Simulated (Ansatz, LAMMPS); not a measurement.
# Elastic response of amorphous Zn20Hg10Se19S11 (60 atoms)

How stiff is amorphous Zn20Hg10Se19S11 (60 atoms)?

Program: Ansatz 0.2.0. Level of theory: Kohn-Sham DFT, PBE, PAW (set soft_1), plane waves. Results are calculated unless marked as measured.

## (1) Set-up

The cell holds 60 atoms: 20 Zn, 10 Hg, 19 Se and 11 S. Cell: a = 11.236 Å, b = 11.236 Å, c = 11.236 Å, α = 90.0°, β = 90.0°, γ = 90.0°. 60 atoms (20 Zn, 10 Hg, 19 Se, 11 S) placed at random at 6.05 g/cm³, melted at 2500 K for 10 ps at fixed volume with the Stillinger-Weber II-VI potential (Zhou et al., Phys. Rev. B 88, 085309 (2013)). Quenched from 2500 K to 500 K at 100 K/ps and fixed volume, held 5 ps.

Limits known from the start: The quench rate of 100 K/ps is many orders above laboratory rates, so the cell is likely richer in defects and strain than a real sample. The network of bonds at the start is that of the classical potential that made the cell, and needn't be the one that DFT or experiment would give. The Brillouin zone is sampled at Γ only. The levels lack spin–orbit coupling, which is large for the heavy elements here.

## (2) Single point at the start

The forces at the start show how far the geometry lies from a minimum of this functional.

Input file input.yaml:

```yaml
crystal:
  lattice:
    - [11.2355, 0.0, 0.0]
    - [0.0, 11.2355, 0.0]
    - [0.0, 0.0, 11.2355]
  atoms:
    - { symbol: Zn, position: [0.72126, 0.05379, 0.45352] }
    - { symbol: Zn, position: [0.99937, 0.64186, 0.57578] }
    - { symbol: Zn, position: [0.36126, 0.0055, 0.28133] }
    - { symbol: Zn, position: [0.46123, 0.94051, 0.49802] }
    - { symbol: Zn, position: [0.41749, 0.78, 0.78477] }
    - { symbol: Zn, position: [0.518, 0.1491, 0.78792] }
    - { symbol: Zn, position: [0.18293, 0.92492, 0.57888] }
    - { symbol: Zn, position: [0.19601, 0.74089, 0.07245] }
    - { symbol: Zn, position: [0.63492, 0.12204, 0.17545] }
    - { symbol: Zn, position: [0.4605, 0.69768, 0.20617] }
    - { symbol: Zn, position: [0.87987, 0.01444, 0.74481] }
    - { symbol: Zn, position: [0.02083, 0.48733, 0.17722] }
    - { symbol: Zn, position: [0.2312, 0.01432, 0.95819] }
    - { symbol: Zn, position: [0.6969, 0.75065, 0.54634] }
    - { symbol: Zn, position: [0.56276, 0.47563, 0.68679] }
    - { symbol: Zn, position: [0.59881, 0.86376, 0.05246] }
    - { symbol: Zn, position: [0.44729, 0.22687, 0.46372] }
    - { symbol: Zn, position: [0.89794, 0.81897, 0.251] }
    - { symbol: Zn, position: [0.34588, 0.3594, 0.15997] }
    - { symbol: Zn, position: [0.06466, 0.31474, 0.84627] }
    - { symbol: Hg, position: [0.21578, 0.42698, 0.75878] }
    - { symbol: Hg, position: [0.78493, 0.66898, 0.87885] }
    - { symbol: Hg, position: [0.94253, 0.12887, 0.03096] }
    - { symbol: Hg, position: [0.11885, 0.04551, 0.28712] }
    - { symbol: Hg, position: [0.80683, 0.35722, 0.54742] }
    - { symbol: Hg, position: [0.08725, 0.28272, 0.48176] }
    - { symbol: Hg, position: [0.35196, 0.59946, 0.46192] }
    - { symbol: Hg, position: [0.65667, 0.45992, 0.30401] }
    - { symbol: Hg, position: [0.45634, 0.51184, 0.00393] }
    - { symbol: Hg, position: [0.75656, 0.39575, 0.02696] }
    - { symbol: Se, position: [0.80042, 0.89732, 0.9254] }
    - { symbol: Se, position: [0.0994, 0.95092, 0.77954] }
    - { symbol: Se, position: [0.96279, 0.47759, 0.951] }
    - { symbol: Se, position: [0.01072, 0.82484, 0.45106] }
    - { symbol: Se, position: [0.73624, 0.3866, 0.76269] }
    - { symbol: Se, position: [0.01568, 0.26423, 0.23562] }
    - { symbol: Se, position: [0.51532, 0.43887, 0.47946] }
    - { symbol: Se, position: [0.27849, 0.63999, 0.89678] }
    - { symbol: Se, position: [0.42962, 0.34095, 0.81761] }
    - { symbol: Se, position: [0.96829, 0.20755, 0.67625] }
    - { symbol: Se, position: [0.01788, 0.69522, 0.78686] }
    - { symbol: Se, position: [0.6062, 0.68683, 0.7296] }
    - { symbol: Se, position: [0.76168, 0.24417, 0.31756] }
    - { symbol: Se, position: [0.20465, 0.23244, 0.00917] }
    - { symbol: Se, position: [0.43379, 0.97159, 0.88341] }
    - { symbol: Se, position: [0.67669, 0.17183, 0.96161] }
    - { symbol: Se, position: [0.1542, 0.49567, 0.53556] }
    - { symbol: Se, position: [0.0393, 0.89434, 0.08906] }
    - { symbol: Se, position: [0.23783, 0.56394, 0.23427] }
    - { symbol: S, position: [0.36759, 0.87086, 0.11565] }
    - { symbol: S, position: [0.5672, 0.10878, 0.5814] }
    - { symbol: S, position: [0.34374, 0.78883, 0.58978] }
    - { symbol: S, position: [0.81692, 0.58341, 0.49329] }
    - { symbol: S, position: [0.25895, 0.11892, 0.49886] }
    - { symbol: S, position: [0.7158, 0.93152, 0.25058] }
    - { symbol: S, position: [0.85031, 0.62169, 0.22964] }
    - { symbol: S, position: [0.83064, 0.9195, 0.55902] }
    - { symbol: S, position: [0.6426, 0.64302, 0.08517] }
    - { symbol: S, position: [0.55839, 0.77831, 0.38988] }
    - { symbol: S, position: [0.46016, 0.2035, 0.25636] }
kpoints:
  mp_grid: { grid: [1, 1, 1] }
hamiltonian:
  xc: pbe
  pseudopotentials: { kind: paw, azcp: { folder: soft_1 } }
scf:
  occupations: { method: gaussian, width: 0.05 }
output:
  forces: true
```

Run with:

```
ansatz run input.yaml --threads 4 --pin off --max-ram 8192MiB --backend cpu --events-out ev --progress --plain --runs-dir out
```

Numbers of over 12 decimals in the logs are rounded to 6 here.

Output:

```text
[...]
Pseudopotentials: kind: paw
Pseudopotential: Zn, paw, valence charge 12, recommended cutoff 420 eV (normal), soft_1/Zn.paw.azcp
Pseudopotential: Hg, paw, valence charge 20, recommended cutoff 420 eV (normal), soft_1/Hg.paw.azcp
Pseudopotential: Se, paw, valence charge 16, recommended cutoff 420 eV (normal), soft_1/Se.paw.azcp
Pseudopotential: S, paw, valence charge 6, recommended cutoff 420 eV (normal), soft_1/S.paw.azcp
[... 5 lines on functional and potentials left out ...]
Crystal: 60 atoms, lattice volume = 1418.330 Å³
Basis set: ecut = 420 eV, 27633 PW (Γ), exchange–correlation on 160×160×160 points (8 copies of the dense FFT grid, shifted against one another)
Bands: 465, of which v1, the nominal top of the filled ones, is band 405 counted from 1 (404 counted from 0)
Symmetry: 1 space group operations
Space group: P1 (ITA 1), of the structure as read, at distance tolerance 1.1e-4 Å
k-points: 1
[... 9 lines on functional and potentials left out ...]
Initial density: superposition of atomic densities (chi_scale 0.1, normalization cell, long waves kept (reshape's long-wave potential 0.66 eV rms))
Initial wavefunctions: pseudopotential atomic-orbital guess
[...]
SCF iter   1: F=—  HF=-318403.427746 eV  |F-HF|=—  |Δ(HF+E_count)|=         —  Δρ=5.78e-2  dr2=1.59e2  ethr=3.10e-3  ⟨swp⟩=6.0  Hψ=1834  notcnv=0  defer=16
preconditioner: auto → LDOS  [insulator: Δε(μ)=0.095 eV  Ē_g=10.015 eV  σ=0.050 eV  W_gap=0.82  n_scr=364 (ndim 8)  ℏωp=22.9 eV  f_vac=0.062  D(μ)=18.16/eV (n_scr^D=80)  ε∞_Penn≈6.2  β→1.0]
[...]
SCF iter  20: F=—  HF=-318381.193638 eV  |F-HF|=—  |Δ(HF+E_count)|=   1.29e-8  Δρ=1.94e-6  dr2=1.19e-7  ethr=3.48e-11  ⟨swp⟩=2.0  Hψ=651  notcnv=0  defer=52
SCF iter  21: F=-318381.193638 eV  HF=-318381.193638 eV  |F-HF|=4.73e-8  |Δ(HF+E_count)|=   1.05e-8  Δρ=1.30e-6  dr2=5.70e-8  ethr=1.23e-11  ⟨swp⟩=3.0  Hψ=1140  notcnv=0
SCF 1 converged in 21 iterations: F = -318381.193638 eV  dr2 = 5.70e-8
[...]
SCF converged after 21 iterations
Free energy (F): -318381.193638 eV
Harris-Foulkes:  -318381.193638 eV  (|F-HF|=4.73e-8)
Internal energy: -318381.133500 eV  (E = F + TS)
E sigma→0 (E₀):  -318381.163569 eV
Entropy (-TS):   -0.060139 eV (-1.002 meV/atom)
Fermi energy:    7.730500 eV
--- Per-component energies (eV) ---
[...]
Σ components = -318381.193638   (vs F -318381.193638, Δ=0.00e0)
--- Forces (eV/Å), atoms counted from 1 ---
  atom   1  Zn     0.15474338     0.25768467    -0.93067178
  atom   2  Zn    -0.51740391     0.01571137     0.22039787
  atom   3  Zn    -0.18093071     0.35095789    -0.46849877
  atom   4  Zn     0.11894061    -0.55782301     0.33977516
[...]
atom  60  S     -0.79526623    -0.67751817    -0.15571341
  max |Σ_I F_I| component: 8.27e-5 eV/Å
```

The job ended after 30 s (4 threads of Arm Neoverse V2, shared host; peak memory 2.1 GiB; 1.9 min of CPU time).

Reading the cycles: dr2 is the Hartree energy of the density residual (eV), the measure of convergence; HF is the Harris–Foulkes estimate of the energy, which meets the free energy F at convergence.

The r.m.s. force at the start is 0.51 eV/Å.

## (3) Cell and atoms relaxed

The cell is relaxed with the atoms, since the starting lattice needn't suit this functional.

Input file input.yaml:

```yaml
crystal:
  lattice:
    - [11.2355, 0.0, 0.0]
    - [0.0, 11.2355, 0.0]
    - [0.0, 0.0, 11.2355]
  atoms:
    [... the 60 atom lines of step 2 ...]
kpoints:
  mp_grid: { grid: [1, 1, 1] }
hamiltonian:
  xc: pbe
  pseudopotentials: { kind: paw, azcp: { folder: soft_1 } }
scf:
  occupations: { method: gaussian, width: 0.05 }
output:
  forces: true
relax:
  f_tol: 0.05
  max_steps: 150
  cell: {}
```

Output:

```text
[...]
Crystal: 60 atoms, lattice volume = 1418.330 Å³
Basis set: ecut = 420 eV, 27633 PW (Γ), exchange–correlation on 160×160×160 points (8 copies of the dense FFT grid, shifted against one another)
Bands: 486, of which v1, the nominal top of the filled ones, is band 405 counted from 1 (404 counted from 0)
Symmetry: 1 space group operations
[...]
k-points: 1
[...]
SCF iter   1: F=—  HF=-318403.427159 eV  |F-HF|=—  |Δ(HF+E_count)|=         —  Δρ=5.78e-2  dr2=1.59e2  ethr=3.10e-3  ⟨swp⟩=7.0  Hψ=1938  notcnv=0  defer=43
[...]
SCF iter  21: F=-318381.193638 eV  HF=-318381.193638 eV  |F-HF|=4.21e-8  |Δ(HF+E_count)|=   8.79e-9  Δρ=1.20e-6  dr2=5.03e-8  ethr=1.23e-11  ⟨swp⟩=3.0  Hψ=1137  notcnv=0
SCF 1 converged in 21 iterations: F = -318381.193638 eV  dr2 = 5.03e-8
[...]
relax step   1: F+E_penalty+E_count = -318381.19363843 eV  Δ(F+E_penalty+E_count) = +0.000e0 eV  max|allowed force component| = 1.760e0 eV/Å  Δτ_max = 0.0000 Å  P = +0.562 GPa  Ω = 1418.330 Å³  (21 SCF iters, dr2 threshold 1.00e-7 eV, accepted)
[... from here on, the SCF cycles and remarks between the steps are left out ...]
relax step   2: F+E_penalty+E_count = -318384.83193611 eV  Δ(F+E_penalty+E_count) = -3.638e0 eV  max|allowed force component| = 9.416e-1 eV/Å  Δτ_max = 0.1932 Å  P = -0.289 GPa  Ω = 1438.131 Å³  energy of the carried Pulay correction = -6.596e-3 eV  (11 SCF iters, dr2 threshold 6.00e-6 eV, accepted)
relax step   3: F+E_penalty+E_count = -318386.44213973 eV  Δ(F+E_penalty+E_count) = -1.610e0 eV  max|allowed force component| = 8.692e-1 eV/Å  Δτ_max = 0.1910 Å  P = +0.373 GPa  Ω = 1434.033 Å³  energy of the carried Pulay correction = -5.243e-3 eV  (11 SCF iters, dr2 threshold 6.00e-6 eV, accepted)
relax step   4: F+E_penalty+E_count = -318387.40704596 eV  Δ(F+E_penalty+E_count) = -9.649e-1 eV  max|allowed force component| = 4.221e-1 eV/Å  Δτ_max = 0.1960 Å  P = +0.253 GPa  Ω = 1450.827 Å³  energy of the carried Pulay correction = -1.075e-2 eV  (12 SCF iters, dr2 threshold 6.00e-6 eV, accepted)
relax step   5: F+E_penalty+E_count = -318388.15065575 eV  Δ(F+E_penalty+E_count) = -7.436e-1 eV  max|allowed force component| = 4.689e-1 eV/Å  Δτ_max = 0.1942 Å  P = +0.071 GPa  Ω = 1468.270 Å³  energy of the carried Pulay correction = -1.635e-2 eV  (13 SCF iters, dr2 threshold 6.00e-6 eV, accepted)
relax step   6: F+E_penalty+E_count = -318388.83483953 eV  Δ(F+E_penalty+E_count) = -6.842e-1 eV  max|allowed force component| = 7.661e-1 eV/Å  Δτ_max = 0.1915 Å  P = -0.117 GPa  Ω = 1480.390 Å³  energy of the carried Pulay correction = -2.018e-2 eV  (9 SCF iters, dr2 threshold 6.00e-6 eV, accepted)
relax step   7: F+E_penalty+E_count = -318389.36240153 eV  Δ(F+E_penalty+E_count) = -5.276e-1 eV  max|allowed force component| = 8.035e-1 eV/Å  Δτ_max = 0.1943 Å  P = +0.075 GPa  Ω = 1483.317 Å³  energy of the carried Pulay correction = -2.109e-2 eV  (8 SCF iters, dr2 threshold 6.00e-6 eV, accepted)
relax step   8: F+E_penalty+E_count = -318389.85068930 eV  Δ(F+E_penalty+E_count) = -4.883e-1 eV  max|allowed force component| = 3.724e-1 eV/Å  Δτ_max = 0.1949 Å  P = -0.037 GPa  Ω = 1490.130 Å³  energy of the carried Pulay correction = -2.322e-2 eV  (8 SCF iters, dr2 threshold 6.00e-6 eV, accepted)
relax step   9: F+E_penalty+E_count = -318390.24703333 eV  Δ(F+E_penalty+E_count) = -3.963e-1 eV  max|allowed force component| = 2.940e-1 eV/Å  Δτ_max = 0.1956 Å  P = -0.006 GPa  Ω = 1491.340 Å³  energy of the carried Pulay correction = -2.359e-2 eV  (8 SCF iters, dr2 threshold 6.00e-6 eV, accepted)
relax step  10: F+E_penalty+E_count = -318390.58012066 eV  Δ(F+E_penalty+E_count) = -3.331e-1 eV  max|allowed force component| = 2.556e-1 eV/Å  Δτ_max = 0.1996 Å  P = -0.020 GPa  Ω = 1491.819 Å³  energy of the carried Pulay correction = -2.374e-2 eV  (8 SCF iters, dr2 threshold 5.40e-6 eV, accepted)
relax step  11: F+E_penalty+E_count = -318390.85535866 eV  Δ(F+E_penalty+E_count) = -2.752e-1 eV  max|allowed force component| = 2.432e-1 eV/Å  Δτ_max = 0.1922 Å  P = +0.025 GPa  Ω = 1490.744 Å³  energy of the carried Pulay correction = -2.341e-2 eV  (8 SCF iters, dr2 threshold 4.08e-6 eV, accepted)
relax step  12: F+E_penalty+E_count = -318391.11897516 eV  Δ(F+E_penalty+E_count) = -2.636e-1 eV  max|allowed force component| = 2.385e-1 eV/Å  Δτ_max = 0.1959 Å  P = +0.004 GPa  Ω = 1491.645 Å³  energy of the carried Pulay correction = -2.369e-2 eV  (9 SCF iters, dr2 threshold 3.70e-6 eV, accepted)
relax step  13: F+E_penalty+E_count = -318391.42974016 eV  Δ(F+E_penalty+E_count) = -3.108e-1 eV  max|allowed force component| = 3.022e-1 eV/Å  Δτ_max = 0.1931 Å  P = -0.023 GPa  Ω = 1493.998 Å³  energy of the carried Pulay correction = -2.441e-2 eV  (9 SCF iters, dr2 threshold 3.56e-6 eV, accepted)
relax step  14: F+E_penalty+E_count = -318391.72918941 eV  Δ(F+E_penalty+E_count) = -2.994e-1 eV  max|allowed force component| = 2.961e-1 eV/Å  Δτ_max = 0.1951 Å  P = -0.013 GPa  Ω = 1496.822 Å³  energy of the carried Pulay correction = -2.529e-2 eV  (8 SCF iters, dr2 threshold 5.71e-6 eV, accepted)
[...]
relax step  47: F+E_penalty+E_count = -318394.36619836 eV  Δ(F+E_penalty+E_count) = -3.128e-2 eV  max|allowed force component| = 2.501e-1 eV/Å  Δτ_max = 0.1452 Å  P = +0.026 GPa  Ω = 1577.852 Å³  energy of the carried Pulay correction = -1.823e-3 eV  (9 SCF iters, dr2 threshold 1.46e-6 eV, accepted)
relax step  48: F+E_penalty+E_count = -318394.41218456 eV  Δ(F+E_penalty+E_count) = -4.599e-2 eV  max|allowed force component| = 1.878e-1 eV/Å  Δτ_max = 0.1926 Å  P = +0.052 GPa  Ω = 1579.702 Å³  energy of the carried Pulay correction = -2.377e-3 eV  (8 SCF iters, dr2 threshold 3.91e-6 eV, accepted)
relax step  49: F+E_penalty+E_count = -318394.48728095 eV  Δ(F+E_penalty+E_count) = -7.510e-2 eV  max|allowed force component| = 1.654e-1 eV/Å  Δτ_max = 0.1944 Å  P = +0.035 GPa  Ω = 1585.193 Å³  energy of the carried Pulay correction = -4.031e-3 eV  (8 SCF iters, dr2 threshold 2.20e-6 eV, accepted)
relax step  50: F+E_penalty+E_count = -318394.55448988 eV  Δ(F+E_penalty+E_count) = -6.721e-2 eV  max|allowed force component| = 2.106e-1 eV/Å  Δτ_max = 0.1915 Å  P = -0.016 GPa  Ω = 1594.306 Å³  energy of the carried Pulay correction = -6.758e-3 eV  (8 SCF iters, dr2 threshold 1.71e-6 eV, accepted)
relax step  51: F+E_penalty+E_count = -318394.61568953 eV  Δ(F+E_penalty+E_count) = -6.120e-2 eV  max|allowed force component| = 1.262e-1 eV/Å  Δτ_max = 0.2000 Å  P = +0.019 GPa  Ω = 1604.323 Å³  energy of the carried Pulay correction = -9.733e-3 eV  (8 SCF iters, dr2 threshold 2.77e-6 eV, accepted)
relax step  52: F+E_penalty+E_count = -318394.57275804 eV  Δ(F+E_penalty+E_count) = +4.293e-2 eV  max|allowed force component| = 5.135e-1 eV/Å  Δτ_max = 0.1677 Å  P = -0.023 GPa  Ω = 1609.999 Å³  energy of the carried Pulay correction = -1.140e-2 eV  (9 SCF iters, dr2 threshold 9.96e-7 eV, rejected (line search))
relax step  53: F+E_penalty+E_count = -318394.64978115 eV  Δ(F+E_penalty+E_count) = -3.409e-2 eV  max|allowed force component| = 8.780e-2 eV/Å  Δτ_max = 0.0838 Å  P = +0.021 GPa  Ω = 1607.400 Å³  energy of the carried Pulay correction = -1.063e-2 eV  (14 SCF iters, accepted)
relax step  54: F+E_penalty+E_count = -318394.67804368 eV  Δ(F+E_penalty+E_count) = -2.826e-2 eV  max|allowed force component| = 7.344e-2 eV/Å  Δτ_max = 0.0971 Å  P = -0.007 GPa  Ω = 1611.270 Å³  energy of the carried Pulay correction = -1.175e-2 eV  (8 SCF iters, dr2 threshold 4.82e-7 eV, accepted)
relax step  55: F+E_penalty+E_count = -318394.68974369 eV  Δ(F+E_penalty+E_count) = -1.170e-2 eV  max|allowed force component| = 1.379e-1 eV/Å  Δτ_max = 0.1466 Å  P = -0.032 GPa  Ω = 1616.223 Å³  energy of the carried Pulay correction = -1.318e-2 eV  (9 SCF iters, dr2 threshold 3.37e-7 eV, accepted)
relax step  56: F+E_penalty+E_count = -318394.69868945 eV  Δ(F+E_penalty+E_count) = -8.946e-3 eV  max|allowed force component| = 4.132e-2 eV/Å  Δτ_max = 0.0410 Å  P = -0.018 GPa  Ω = 1616.274 Å³  energy of the carried Pulay correction = -1.320e-2 eV  (7 SCF iters, dr2 threshold 1.19e-6 eV, accepted)
relax step  57: F+E_penalty+E_count = -318394.60963135 eV  Δ(F+E_penalty+E_count) = +8.906e-2 eV  max|allowed force component| = 2.663e-1 eV/Å  Δτ_max = 0.1791 Å  P = +0.026 GPa  Ω = 1620.480 Å³  energy of the carried Pulay correction = -1.446e-2 eV  (13 SCF iters, dr2 threshold 6.64e-9 eV, rejected (line search))
relax step  58: F+E_penalty+E_count = -318394.70326573 eV  Δ(F+E_penalty+E_count) = -4.576e-3 eV  max|allowed force component| = 2.205e-2 eV/Å  Δτ_max = 0.0407 Å  P = +0.005 GPa  Ω = 1617.001 Å³  energy of the carried Pulay correction = -1.342e-2 eV  (14 SCF iters, accepted)
relax step  59: F+E_penalty+E_count = -318394.71481472 eV  Δ(F+E_penalty+E_count) = -1.155e-2 eV  max|allowed force component| = 2.190e-2 eV/Å  Δτ_max = 0.0000 Å  P = +0.003 GPa  Ω = 1617.001 Å³  stress off target by 1.73e-2 GPa  SCF on the basis re-selected at this cell (its energy is not comparable with the rows above)  (10 SCF iters)
[...]
SCF converged after 10 iterations
Free energy (F): -318394.714815 eV
[...]
Internal energy: -318394.714815 eV  (E = F + TS)
E sigma→0 (E₀):  -318394.714815 eV
Fermi energy:    6.107303 eV
[...]
--- Forces (eV/Å), atoms counted from 1 ---
  atom   1  Zn    -0.00395682    -0.00042372    -0.00063041
  atom   2  Zn     0.00727434    -0.00139106     0.00644345
  atom   3  Zn     0.00629498     0.00904353     0.00511106
  atom   4  Zn    -0.00287967     0.00413464    -0.00514125
  atom   5  Zn    -0.00102937     0.00104101     0.00749467
  atom   6  Zn     0.00770037    -0.01781977    -0.00511318
  atom   7  Zn     0.00327533     0.00328085    -0.01204778
  atom   8  Zn    -0.00033062     0.01278507     0.00195925
  atom   9  Zn    -0.00656483     0.01052193    -0.00336393
  atom  10  Zn    -0.00832298     0.00247072     0.01119562
  atom  11  Zn     0.00320102    -0.00306360    -0.00443776
  atom  12  Zn     0.00510298     0.00479360    -0.01463955
  atom  13  Zn     0.00438344    -0.00599605    -0.00437243
  atom  14  Zn    -0.00308059    -0.00145619    -0.00402289
[...]
atom  59  S      0.00299827    -0.00420875    -0.00829613
  atom  60  S      0.00761090    -0.00762855     0.01003201
  max |Σ_I F_I| component: 2.60e-6 eV/Å
--- Stress (GPa, compression-positive) ---
        0.012810      -0.001530      -0.007911
       -0.001530      -0.005483       0.005464
       -0.007911       0.005464       0.000251
  P = ⅓ Tr σ = 0.0025 GPa (0.025 kbar)
--- Relaxed structure (57 steps of the walk, 53 accepted, 2 SCFs on fresh bases) ---
  F+E_penalty+E_count = -318394.71481472 eV   max|allowed force component| = 2.190e-2 eV/Å   (the final SCF, on the basis selected at the relaxed cell)
  cell:  # Å, volume = 1617.0013 Å³
    - [12.559090, 0.416348, -0.277502]
    - [0.416348, 10.351348, 0.112116]
    - [-0.277502, 0.112116, 12.462297]
  atoms:
    - { symbol: Zn, position: [0.668447, 0.016134, 0.485809] }
    - { symbol: Zn, position: [0.977896, 0.651644, 0.529164] }
    - { symbol: Zn, position: [0.348178, -0.0022895, 0.304636] }
    - { symbol: Zn, position: [0.432561, 0.945712, 0.516647] }
[...]
- { symbol: S, position: [0.441171, 0.180730, 0.279204] }
```

It took 23 min on 4 threads; peak memory 2.4 GiB; 90 min of CPU time.

The relaxation converged after 57 steps, with a largest force component of 0.022 eV/Å.

(Part 1 of 2 ends here.)

[Logs are printed without paths, hosts, clocks, repeated set-up lines and the standing remarks that a program may print on its own settings, such as how far it seeks lower states.]

[Hosts, paths, dates, database ids (printed as entryN), source tags and the programs' standing remarks are cut or masked in the printed files.]
